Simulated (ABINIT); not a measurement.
# WS2 (Tungstenite): a self-consistent loop beyond G0W0, cycle by cycle

Aim: iterate the self-energy on WS2 (Tungstenite) and follow the gap from cycle to cycle.

Main program and level: ABINIT 10.8.3; PBE and many-body steps on it, plane waves.

Report form: the programs' logs are mostly left out.

**1. Starting point**

Symmetry: P6_3/mmc, No. 194, hexagonal system. The conventional cell has a = 3.153 Å, b = 3.153 Å, c = 12.323 Å, α = 90.00°, β = 90.00°, γ = 120.00°. W has 6 S at 2.40 Å nearest. Nearest to S lie 3 W at 2.40 Å. Farther neighbours and most contacts between anions are not listed.

As a file:

```cif
data_structure
_symmetry_space_group_name_H-M 'P 1'
_symmetry_Int_Tables_number 1
_cell_length_a 3.1532
_cell_length_b 3.1532
_cell_length_c 12.3230
_cell_angle_alpha 90.000
_cell_angle_beta 90.000
_cell_angle_gamma 120.000
_cell_volume 106.11
loop_
_atom_site_label
_atom_site_type_symbol
_atom_site_fract_x
_atom_site_fract_y
_atom_site_fract_z
_atom_site_occupancy
W1 W 0.33333 0.66667 0.25000 1
W2 W 0.66667 0.33333 0.75000 1
S3 S 0.33333 0.66667 0.62250 1
S4 S 0.66667 0.33333 0.12250 1
S5 S 0.33333 0.66667 0.87750 1
S6 S 0.66667 0.33333 0.37750 1
```

The cell and positions come from the Crystallography Open Database and are kept as given unless a step says otherwise. Spin-orbit coupling is left out unless a step names it.

**2. Empty states on the mesh, 6×6×1 mesh, 232 bands**

This step: ABINIT 10.8.3; DFT, PBE, plane waves, norm-conserving pseudopotentials.

The sums over transitions need many empty states on a uniform mesh; this step solves for them.

File run.abi:

```
acell 3*1.0 Angstrom
rprim 
  3.153199999992 0.000000000002 0.000000000000
  -1.576599999998 2.730751303206 0.000000000000
  0.000000000000 0.000000000000 12.323000000000
ntypat 2
znucl 74 16
natom 6
typat 1 1 2 2 2 2
xred 
  0.333333333333 0.666666666667 0.250000000000
  0.666666666667 0.333333333333 0.750000000000
  0.333333333333 0.666666666667 0.622500000000
  0.666666666667 0.333333333333 0.122500000000
  0.333333333333 0.666666666667 0.877500000000
  0.666666666667 0.333333333333 0.377500000000
pp_dirpath "pseudos"
pseudos "W.upf, S.upf"
ecut 31
ngkpt 6 6 1
nshiftk 1
shiftk 0 0 0
kptopt 1
chksymbreak 0
irdden 1
istwfk *1
nband 232
prtvol 0
optdriver 6
gwr_task "HDIAGO"
paral_kgb 0
occopt 1
indata_prefix "in"
outdata_prefix "out"
tmpdata_prefix "tmp"
```

Run with:

```bash
OMP_NUM_THREADS=1 mpirun -n 8 abinit run.abi > log
```

Run time: 2.4 min. Hardware: 8 MPI ranks of Arm Neoverse V1, shared host; peak memory 14 GiB.

Numbers from this step:

- gap: 0.9806 eV
- k of the valence top: 0, 0, 0
- k of the conduction bottom: 0.1667, 0.1667, 0
- least direct gap: 1.837 eV
- k points computed: 7
- lowest point of the top converged band, above the valence top: 73.4007 eV

On this mesh the gap is 0.981 eV.

The density comes from a self-consistent run that is not shown.

**3. Screening, 6×6×1 mesh, 224 bands, screening to 130.6 eV**

The RPA dielectric matrix is built and inverted for each q.

This step: RPA screening on PBE, plane waves, norm-conserving pseudopotentials.

run.abi: that of step 2 with these lines changed.

```diff
@@ -24,10 +24,11 @@
 chksymbreak 0
-irdden 1
 istwfk *1
-nband 232
-prtvol 0
-optdriver 6
-gwr_task "HDIAGO"
-paral_kgb 0
 occopt 1
+irdwfk 1
+optdriver 3
+nband 224
+ecuteps 4.8
+inclvkb 2
+awtr 1
+symchi 1
 indata_prefix "in"
```

Elapsed: 1.8 min, on 8 MPI ranks; peak memory 3 GiB.

This step gave:

| Property | Result |
| --- | --- |
| ε∞ with local fields, on this mesh, along the program's q direction | 13.57 |
| the same without local fields | 15.08 |
| plasma frequency | 25.99 eV |
| plane waves in the screening matrix | 341 |

Local fields lower ε∞ by 10 %. On a Γ-centred mesh this coarse the value itself is usually too large, while a short band sum pulls it down.

**4. G0W0**

The self-energy is evaluated for the states that the input lists, and the levels follow from it, in one-shot runs by the linearised quasiparticle equation.

This step: G0W0 on PBE, plane waves, norm-conserving pseudopotentials.

run.abi: that of step 3 with these lines changed.

```diff
@@ -27,8 +27,19 @@
 irdwfk 1
-optdriver 3
+optdriver 4
 nband 224
+gwcalctyp 0
+ecutsigx 31
+symsigma 1
+nkptgw 3
+kptgw 
+  0.0000000000 0.0000000000 0.0000000000
+  0.1666666667 0.1666666667 0.0000000000
+  0.3333333333 0.3333333333 0.0000000000
+bdgw 
+  25 28
+  25 28
+  25 28
 ecuteps 4.8
-inclvkb 2
-awtr 1
-symchi 1
+irdscr 1
+ppmodel 1
 indata_prefix "in"
```

Wall time 30 s (8 MPI ranks); peak memory 2.1 GiB.

Numbers from this step:

```yaml
g0w0_gap_on_the_points_computed: 1.297 eV
starting_gap_on_the_mesh: 0.9806 eV
k_of_the_valence_top: 0, 0, 0
k_of_the_conduction_bottom: 0.1667, 0.1667, 0
z_at_the_valence_top: 0.786
z_at_the_conduction_bottom: 0.795
least_direct_g0w0_gap_on_the_computed_points: 2.408 eV
```

The gap on the mesh goes from 0.98 eV to 1.30 eV, a correction of +0.32 eV.

**5. evGW0, cycle 1**

This step: evGW0 on PBE, plane waves, norm-conserving pseudopotentials.

run.abi: that of step 4 with these lines changed.

```diff
@@ -29,14 +29,22 @@
 nband 224
-gwcalctyp 0
+gwcalctyp 10
 ecutsigx 31
 symsigma 1
-nkptgw 3
+nkptgw 7
 kptgw 
   0.0000000000 0.0000000000 0.0000000000
+  0.1666666667 0.0000000000 0.0000000000
+  0.3333333333 0.0000000000 0.0000000000
+  0.5000000000 0.0000000000 0.0000000000
   0.1666666667 0.1666666667 0.0000000000
+  0.3333333333 0.1666666667 0.0000000000
   0.3333333333 0.3333333333 0.0000000000
 bdgw 
-  25 28
-  25 28
-  25 28
+  13 32
+  13 32
+  13 32
+  13 32
+  13 32
+  13 32
+  13 32
 ecuteps 4.8
```

Wall time 7.2 min (8 MPI ranks); peak memory 3.3 GiB.

This step gave:

```
quasiparticle gap on the mesh                         : 1.377 eV
gap of the density functional on the mesh             : 0.9806 eV
k of the valence top                                  : 0, 0, 0
k of the conduction bottom                            : 0.1667, 0.1667, 0
Z at the valence top                                  : 0.786
Z at the conduction bottom                            : 0.795
least direct quasiparticle gap on the computed points : 2.560 eV
```

Against G0W0 in ABINIT (6×6×1 mesh, 224 bands, screening to 130.6 eV, Godby-Needs plasmon pole), the gap moves by +0.080 eV. This first cycle still uses the starting levels; it takes the full correction, at all points of the mesh, and its linearised value is 1.297 eV.

**6. evGW0, cycle 2**

The corrected levels of the last cycle go back in.

run.abi: that of step 5 with these lines changed.

```diff
@@ -52,2 +52,3 @@
 ppmodel 1
+irdqps 1
 indata_prefix "in"
```

It took 7.2 min on 8 MPI ranks; peak memory 3.3 GiB.

Numbers from this step:

```
quasiparticle gap on the mesh                         : 1.325 eV
gap of the density functional on the mesh             : 0.9806 eV
k of the valence top                                  : 0, 0, 0
k of the conduction bottom                            : 0.1667, 0.1667, 0
least direct quasiparticle gap on the computed points : 2.446 eV
```

Against the cycle before, the gap moves by −0.052 eV.

**7. evGW0, cycle 3**

run.abi is that of step 6.

It took 7.3 min on 8 MPI ranks; peak memory 3.4 GiB.

This step gave:

| Quantity | Value |
| --- | --- |
| quasiparticle gap on the mesh | 1.332 eV |
| gap of the density functional on the mesh | 0.9806 eV |
| k of the valence top | 0, 0, 0 |
| k of the conduction bottom | 0.1667, 0.1667, 0 |
| least direct quasiparticle gap on the computed points | 2.464 eV |

Against the cycle before, the gap moves by +0.007 eV.

**8. Screening, 6×6×1 mesh, 224 bands, screening to 130.6 eV**

This step: RPA screening on PBE, plane waves, norm-conserving pseudopotentials.

run.abi: that of step 7 with these lines changed.

```diff
@@ -27,28 +27,13 @@
 irdwfk 1
-optdriver 4
+optdriver 3
 nband 224
+ecuteps 4.8
+inclvkb 2
+awtr 1
+symchi 1
 gwcalctyp 10
-ecutsigx 31
-symsigma 1
-nkptgw 7
-kptgw 
-  0.0000000000 0.0000000000 0.0000000000
-  0.1666666667 0.0000000000 0.0000000000
-  0.3333333333 0.0000000000 0.0000000000
-  0.5000000000 0.0000000000 0.0000000000
-  0.1666666667 0.1666666667 0.0000000000
-  0.3333333333 0.1666666667 0.0000000000
-  0.3333333333 0.3333333333 0.0000000000
-bdgw 
-  13 32
-  13 32
-  13 32
-  13 32
-  13 32
-  13 32
-  13 32
-ecuteps 4.8
-irdscr 1
-ppmodel 1
-irdqps 1
+mbpt_sciss 0.602 eV
+nqptdm 1
+qptdm 
+  0 0 0
 indata_prefix "in"
```

Wall time 41 s (8 MPI ranks); peak memory 2.9 GiB; 5.4 min of CPU time.

Numbers from this step:

```yaml
eps_infinity_with_local_fields_on_this_mesh_along_the_program_s_q_direction: 11.91
the_same_without_local_fields: 13.12
plasma_frequency: 25.99 eV
plane_waves_in_the_screening_matrix: 341
```

This screening uses the functional's bands under a rigid shift, the mean opening of the cycle before.

**9. Screening, 6×6×1 mesh, 224 bands, screening to 130.6 eV**

This step: RPA screening on PBE from quasiparticle energies, plane waves, norm-conserving pseudopotentials.

run.abi: that of step 8 with these lines changed.

```diff
@@ -33,7 +33,12 @@
 symchi 1
+irdqps 1
 gwcalctyp 10
-mbpt_sciss 0.602 eV
-nqptdm 1
+nqptdm 6
 qptdm 
-  0 0 0
+  0.1666666667 0.0000000000 0.0000000000
+  0.3333333333 0.0000000000 0.0000000000
+  0.5000000000 0.0000000000 0.0000000000
+  0.1666666667 0.1666666667 0.0000000000
+  0.3333333333 0.1666666667 0.0000000000
+  0.3333333333 0.3333333333 0.0000000000
 indata_prefix "in"
```

File mrgscr.stdin:

```
2
merged
q0_SCR
out_SCR
1
```

Run with:

```bash
OMP_NUM_THREADS=1 mpirun -n 8 abinit run.abi > log; mrgscr < mrgscr.stdin
```

The job ended after 81 s (8 MPI ranks; peak memory 2.5 GiB; 11 min of CPU time).

Numbers from this step:

```
plasma frequency                    : 25.99 eV
plane waves in the screening matrix : 341
```

This screening reads the quasiparticle levels of the cycle before.

**10. evGW, cycle 1**

This step: evGW on PBE, plane waves, norm-conserving pseudopotentials.

run.abi: that of step 9 with these lines changed.

```diff
@@ -27,12 +27,10 @@
 irdwfk 1
-optdriver 3
+optdriver 4
 nband 224
-ecuteps 4.8
-inclvkb 2
-awtr 1
-symchi 1
-irdqps 1
 gwcalctyp 10
-nqptdm 6
-qptdm 
+ecutsigx 31
+symsigma 1
+nkptgw 7
+kptgw 
+  0.0000000000 0.0000000000 0.0000000000
   0.1666666667 0.0000000000 0.0000000000
@@ -43,2 +41,14 @@
   0.3333333333 0.3333333333 0.0000000000
+bdgw 
+  13 32
+  13 32
+  13 32
+  13 32
+  13 32
+  13 32
+  13 32
+ecuteps 4.8
+irdscr 1
+ppmodel 1
+irdqps 1
 indata_prefix "in"
```

Run with:

```bash
OMP_NUM_THREADS=1 mpirun -n 8 abinit run.abi > log
```

Wall time 7.3 min (8 MPI ranks); peak memory 3.3 GiB.

This step gave:

```yaml
quasiparticle_gap_on_the_mesh: 1.394 eV
gap_of_the_density_functional_on_the_mesh: 0.9806 eV
k_of_the_valence_top: 0, 0, 0
k_of_the_conduction_bottom: 0.1667, 0.1667, 0
least_direct_quasiparticle_gap_on_the_computed_points: 2.520 eV
```

Against G0W0 in ABINIT (6×6×1 mesh, 224 bands, screening to 130.6 eV, Godby-Needs plasmon pole), the gap moves by +0.097 eV.

**11. Screening, 6×6×1 mesh, 224 bands, screening to 130.6 eV**

This step: RPA screening on PBE, plane waves, norm-conserving pseudopotentials.

run.abi: that of step 10 with these lines changed.

```diff
@@ -27,28 +27,13 @@
 irdwfk 1
-optdriver 4
+optdriver 3
 nband 224
+ecuteps 4.8
+inclvkb 2
+awtr 1
+symchi 1
 gwcalctyp 10
-ecutsigx 31
-symsigma 1
-nkptgw 7
-kptgw 
-  0.0000000000 0.0000000000 0.0000000000
-  0.1666666667 0.0000000000 0.0000000000
-  0.3333333333 0.0000000000 0.0000000000
-  0.5000000000 0.0000000000 0.0000000000
-  0.1666666667 0.1666666667 0.0000000000
-  0.3333333333 0.1666666667 0.0000000000
-  0.3333333333 0.3333333333 0.0000000000
-bdgw 
-  13 32
-  13 32
-  13 32
-  13 32
-  13 32
-  13 32
-  13 32
-ecuteps 4.8
-irdscr 1
-ppmodel 1
-irdqps 1
+mbpt_sciss 0.677 eV
+nqptdm 1
+qptdm 
+  0 0 0
 indata_prefix "in"
```

It took 39 s on 8 MPI ranks; peak memory 3 GiB.

This step gave:

```yaml
eps_infinity_with_local_fields_on_this_mesh_along_the_program_s_q_direction: 11.74
the_same_without_local_fields: 12.92
plasma_frequency: 25.99 eV
plane_waves_in_the_screening_matrix: 341
```

This screening uses the functional's bands under a rigid shift, the mean opening of the cycle before.

**12. Screening, 6×6×1 mesh, 224 bands, screening to 130.6 eV**

This step: RPA screening on PBE from quasiparticle energies, plane waves, norm-conserving pseudopotentials.

run.abi: that of step 11 with these lines changed.

```diff
@@ -33,7 +33,12 @@
 symchi 1
+irdqps 1
 gwcalctyp 10
-mbpt_sciss 0.677 eV
-nqptdm 1
+nqptdm 6
 qptdm 
-  0 0 0
+  0.1666666667 0.0000000000 0.0000000000
+  0.3333333333 0.0000000000 0.0000000000
+  0.5000000000 0.0000000000 0.0000000000
+  0.1666666667 0.1666666667 0.0000000000
+  0.3333333333 0.1666666667 0.0000000000
+  0.3333333333 0.3333333333 0.0000000000
 indata_prefix "in"
```

mrgscr.stdin is that of step 9.

Run with:

```bash
OMP_NUM_THREADS=1 mpirun -n 8 abinit run.abi > log; mrgscr < mrgscr.stdin
```

Run time: 80 s. Hardware: 8 MPI ranks; peak memory 2.5 GiB; 11 min of CPU time.

Numbers from this step:

* plasma frequency: 25.99 eV
* plane waves in the screening matrix: 341

This screening reads the quasiparticle levels of the cycle before.

**13. evGW, cycle 2**

This step: evGW on PBE, plane waves, norm-conserving pseudopotentials.

run.abi: that of step 12 with these lines changed.

```diff
@@ -27,12 +27,10 @@
 irdwfk 1
-optdriver 3
+optdriver 4
 nband 224
-ecuteps 4.8
-inclvkb 2
-awtr 1
-symchi 1
-irdqps 1
 gwcalctyp 10
-nqptdm 6
-qptdm 
+ecutsigx 31
+symsigma 1
+nkptgw 7
+kptgw 
+  0.0000000000 0.0000000000 0.0000000000
   0.1666666667 0.0000000000 0.0000000000
@@ -43,2 +41,14 @@
   0.3333333333 0.3333333333 0.0000000000
+bdgw 
+  13 32
+  13 32
+  13 32
+  13 32
+  13 32
+  13 32
+  13 32
+ecuteps 4.8
+irdscr 1
+ppmodel 1
+irdqps 1
 indata_prefix "in"
```

Run with:

```bash
OMP_NUM_THREADS=1 mpirun -n 8 abinit run.abi > log
```

It took 7.4 min on 8 MPI ranks; peak memory 3.3 GiB; 59 min of CPU time.

This step gave:

* quasiparticle gap on the mesh: 1.392 eV
* gap of the density functional on the mesh: 0.9806 eV
* k of the valence top: 0, 0, 0
* k of the conduction bottom: 0.1667, 0.1667, 0
* least direct quasiparticle gap on the computed points: 2.520 eV

Against the cycle before, the gap moves by −0.002 eV.

**14. The runs together**

Times are wall times on 8 MPI ranks of Arm Neoverse V1, shared host, good to a factor of about two. A run's time includes the screening step that it read.

```
           run   mesh  bands  screening cutoff (eV)  DFT gap (eV)  gap on the mesh (eV)  direct (eV)  ε∞ used     time
          G0W0  6×6×1    224                  130.6         0.981                 1.297        2.408    13.57  2.3 min
evGW0, cycle 1  6×6×1    224                  130.6         0.981                 1.377        2.560    13.57  9.1 min
evGW0, cycle 2  6×6×1    224                  130.6         0.981                 1.325        2.446    13.57  9.1 min
evGW0, cycle 3  6×6×1    224                  130.6         0.981                 1.332        2.464    13.57  9.1 min
 evGW, cycle 1  6×6×1    224                  130.6         0.981                 1.394        2.520    11.91  9.4 min
 evGW, cycle 2  6×6×1    224                  130.6         0.981                 1.392        2.520    11.74  9.3 min
```

**15. Summary of results**

```json
{
  "G0W0": "1.297 eV",
  "evGW0, cycle 1": "1.377 eV",
  "evGW0, cycle 2": "1.325 eV",
  "evGW0, cycle 3": "1.332 eV",
  "evGW, cycle 1": "1.394 eV",
  "evGW, cycle 2": "1.392 eV",
  "known limits": "not at the basis limit; no spin-orbit coupling; coarse k mesh"
}
```

What this shows: Only the bands that the input lists are updated; the others, empty or deep, keep the functional's energies or take a rigid shift. The evGW loop starts from the last levels of evGW0, so its cycles and time come on top of those. evGW0 ends at 1.33 eV, +0.04 eV from G0W0, after 3 cycles that took 22 min beside the first screening; the last moved the gap by 0.007 eV. evGW ends at 1.39 eV, +0.10 eV from G0W0, after 2 cycles that took 19 min beside the first screening; the last moved the gap by 0.002 eV. The first cycle of evGW0 takes the full correction, without the factor Z, so it overshoots the one-shot value. Bands and cutoff are finite, so the gap is not at the basis limit. The miss can reach some tenths of an eV and take either sign; the mesh is an error of its own. The 6×6×1 mesh is coarse for this cell, which bears on the long-range parts of exchange and screening. In the updated screening the q = 0 part is built from Kohn-Sham bands under a rigid shift, the other q from the quasiparticle levels. The many-body steps are scalar-relativistic: spin-orbit coupling is not in them.

[Paths, hosts, dates, memory and timing lines, banners, echoed tables and standing remarks are left out of the program output.]

[Logs are printed without paths, hosts, clocks, repeated set-up lines and the standing remarks that a program may print on its own settings, such as how far it seeks lower states.]

[Runs of the session that timed out or met a known fault of the program may be left out.]

[Hosts, paths, dates, database ids (printed as entryN), source tags and the programs' standing remarks are cut or masked in the printed files.]

[G0W0 gaps are taken among the corrected bands and points alone; a level outside them can change the order at an edge.]

[Where Ansatz stands beside ABINIT at settings called matched, ABINIT's density can come from a denser mesh and the files from another edition; pairs whose starting gaps differed by over 0.03 eV were left out, so agreement reads better than it is.]
